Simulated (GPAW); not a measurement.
## A GW chain in GPAW: NaI (Fm-3m)

Wanted: ground state, empty states, screening and self-energy for NaI (Fm-3m).

Program: GPAW 26.7.0. Level of theory: LDA and many-body steps on it, plane waves. Results are calculated unless marked as measured.

Most raw output is cut from this account.

### 1. Set-up

The structure is cubic, space group Fm-3m (No. 225). Conventional cell: a = 6.473 Å, b = 6.473 Å, c = 6.473 Å, α = 90.00°, β = 90.00°, γ = 90.00°. Nearest to Na lie 6 I at 3.24 Å. Nearest to I lie 6 Na at 3.24 Å. Farther neighbours and most contacts between anions are not listed.

The cell and positions come from the Crystallography Open Database and are kept as given unless a step says otherwise. Spin-orbit coupling is left out unless a step names it.

### 2. Ground state

This step: GPAW 26.7.0; DFT, LDA, plane waves, PAW.

The ground-state density comes first.

run.py

```python
import json
import numpy as np
from gpaw.mpi import world
from ase import Atoms
from gpaw import GPAW, PW, FermiDirac

atoms = Atoms(['Na', 'I'],
    cell=[[0.0000000000, 3.2364000000, 3.2364000000],
      [3.2364000000, 0.0000000000, 3.2364000000],
      [3.2364000000, 3.2364000000, 0.0000000000]],
    scaled_positions=[[0.0000000000, 0.0000000000, 0.0000000000],
      [0.5000000000, 0.5000000000, 0.5000000000]],
    pbc=(True, True, True))
calc = GPAW(mode=PW(450),
    xc='LDA',
    kpts={'size': (6, 6, 6), 'gamma': True},
    occupations=FermiDirac(0.001),
    nbands=-7,
    convergence={'density': 1e-6, 'bands': -3},
    maxiter=100,
    txt='gs.txt')
atoms.calc = calc
res = {'energy': atoms.get_potential_energy()}
kpts = calc.get_ibz_k_points()
res['kpts'] = kpts
res['eigenvalues'] = [calc.get_eigenvalues(kpt=k) for k in range(len(kpts))]
res['n_electrons'] = calc.get_number_of_electrons()
calc.write('gs.gpw')

if world.rank == 0:
    with open('result.json', 'w') as f:
        json.dump(res, f, default=lambda x: x.tolist())
```

Launch:

```bash
$ mpirun -n 4 gpaw python run.py
```

Wall time 3.7 s (4 MPI ranks of Arm Neoverse V2, shared host); peak memory 0.51 GiB.

This step gave:

| Property | Result |
| --- | --- |
| total energy | -5.994 eV |
| gap | 3.345 eV |
| k of the valence top | 0, 0, 0 |
| k of the conduction bottom | 0, 0, 0 |
| least direct gap | 3.345 eV |

The gap is direct, at Γ.

### 3. Empty states on the mesh, 4×4×4 mesh, 163 bands

The sums over transitions need many empty states on a uniform mesh; this step solves for them.

run.py

```python
import json
import numpy as np
from gpaw.mpi import world
from gpaw import GPAW

calc = GPAW('gs.gpw').fixed_density(kpts={'size': (4, 4, 4), 'gamma': True},
    parallel={'domain': 1, 'band': 1},
    txt='nscf.txt')
calc.diagonalize_full_hamiltonian(nbands=163)
calc.write('full.gpw', mode='all')
res = {}
kpts = calc.get_ibz_k_points()
res['kpts'] = kpts
res['eigenvalues'] = [calc.get_eigenvalues(kpt=k) for k in range(len(kpts))]
res['n_electrons'] = calc.get_number_of_electrons()

if world.rank == 0:
    with open('result.json', 'w') as f:
        json.dump(res, f, default=lambda x: x.tolist())
```

Launch:

```bash
$ mpirun -n 4 gpaw python run.py
```

Elapsed: 17 s, on 4 MPI ranks; peak memory 1.3 GiB; 68 s of CPU time.

Numbers from this step:

| Item | Value |
| --- | --- |
| gap | 3.345 eV |
| k of the valence top | 0, 0, 0 |
| k of the conduction bottom | 0, 0, 0 |
| least direct gap | 3.345 eV |
| k points computed | 8 |
| lowest point of the top converged band, above the valence top | 93.5616 eV |

On this mesh the gap is 3.345 eV.

### 4. Screening and self-energy, 4×4×4 mesh, 153 bands, screening to 100 eV

G0W0 replaces the xc potential by the self-energy, built once from these orbitals. Only a window of levels is corrected, while the sums run over the empty bands that the input names.

This step: G0W0 on LDA, plane waves, PAW.

run.py

```python
import json
import numpy as np
from gpaw.mpi import world
from gpaw.response.g0w0 import G0W0

gw = G0W0('full.gpw',
    filename='gw',
    kpts=[0],
    bands=(5, 9),
    ecut=100,
    nbands=153,
    integrate_gamma='WS',
    ppa=True)
gw.calculate()
res = {mode: {k: v for k, v in r.items() if k != 'sigma_eskwn'}
       for mode, r in gw.all_results.items()}

if world.rank == 0:
    with open('result.json', 'w') as f:
        json.dump(res, f, default=lambda x: x.tolist())
```

Launch:

```bash
$ mpirun -n 4 gpaw python run.py
```

Wall time 50 s (4 MPI ranks); peak memory 1.2 GiB.

Numbers from this step:

- G0W0 gap on the points computed: 5.421 eV
- least direct G0W0 gap on the computed points: 5.421 eV
- Z at the valence top: 0.8088
- Z at the conduction bottom: 0.8421
- starting gap on the mesh: 3.345 eV
- k of the valence top: 0, 0, 0
- k of the conduction bottom: 0, 0, 0

The gap on the mesh goes from 3.34 eV to 5.42 eV, a correction of +2.08 eV.

Limits: finite bands, cutoff and mesh; no spin-orbit coupling. v1 is the top filled band, c1 the lowest empty one. Levels before and after the correction, in eV, zero at the valence-band top of each column:

|  | conduction bottom | valence top |
| --- | --- | --- |
| Kohn-Sham | 3.34 | 0.00 |
| G0W0 | 5.42 | 0.00 |

|  | level | energy (eV) |
| --- | --- | --- |
| Kohn-Sham | Γ v2-v1 | 0.000 |
| Kohn-Sham | Γ c1 | 3.345 |
| Kohn-Sham | Γ c2 | 7.839 |
| G0W0 | Γ v2-v1 | 0.000 |
| G0W0 | Γ c1 | 5.421 |
| G0W0 | Γ c2 | 9.775 |

### 5. Where the time went

Times are wall times on 4 MPI ranks of Arm Neoverse V2, shared host, good to a factor of about two.

```
                     step   time  share  memory (GiB)
             ground state  3.7 s    5 %          0.51
 empty states on the mesh   17 s   24 %           1.3
screening and self-energy   50 s   70 %           1.2
```

### 6. Results

```json
{
 "LDA gap": "3.34 eV, direct",
 "G0W0 gap on the mesh": "5.42 eV",
 "GW settings": "4×4×4 mesh, 153 bands, screening to 100 eV, Godby-Needs plasmon pole",
 "known limits": "not at the basis limit; no spin-orbit coupling"
}
```

What this shows: G0W0 moves the gap on the mesh from 3.34 eV to 5.42 eV (+2.08 eV), with Z of 0.81 and 0.84 at the edges. Only 1 of the mesh's irreducible points was corrected, so a valley elsewhere could overtake. The dearest step here is «screening and self-energy». Bands and cutoff are finite, so the gap is not at the basis limit. The miss can reach some tenths of an eV and take either sign; the mesh is an error of its own. These stock PAW sets were not made for GW; the filled d or f shell of I lies in the frozen core, which bears on start and correction. In the G0W0 run levels were corrected at 1 k point alone, so a gap called «on the mesh» is the least over those, and an edge elsewhere would be missed. The many-body steps are scalar-relativistic: spin-orbit coupling is not in them.

[Paths, hosts, dates, memory and timing lines, banners, echoed tables and standing remarks are left out of the program output.]

[Logs are printed without paths, hosts, clocks, repeated set-up lines and the standing remarks that a program may print on its own settings, such as how far it seeks lower states.]

[Runs of the session that timed out or met a known fault of the program may be left out.]

[Hosts, paths, dates, database ids (printed as entryN), source tags and the programs' standing remarks are cut or masked in the printed files.]
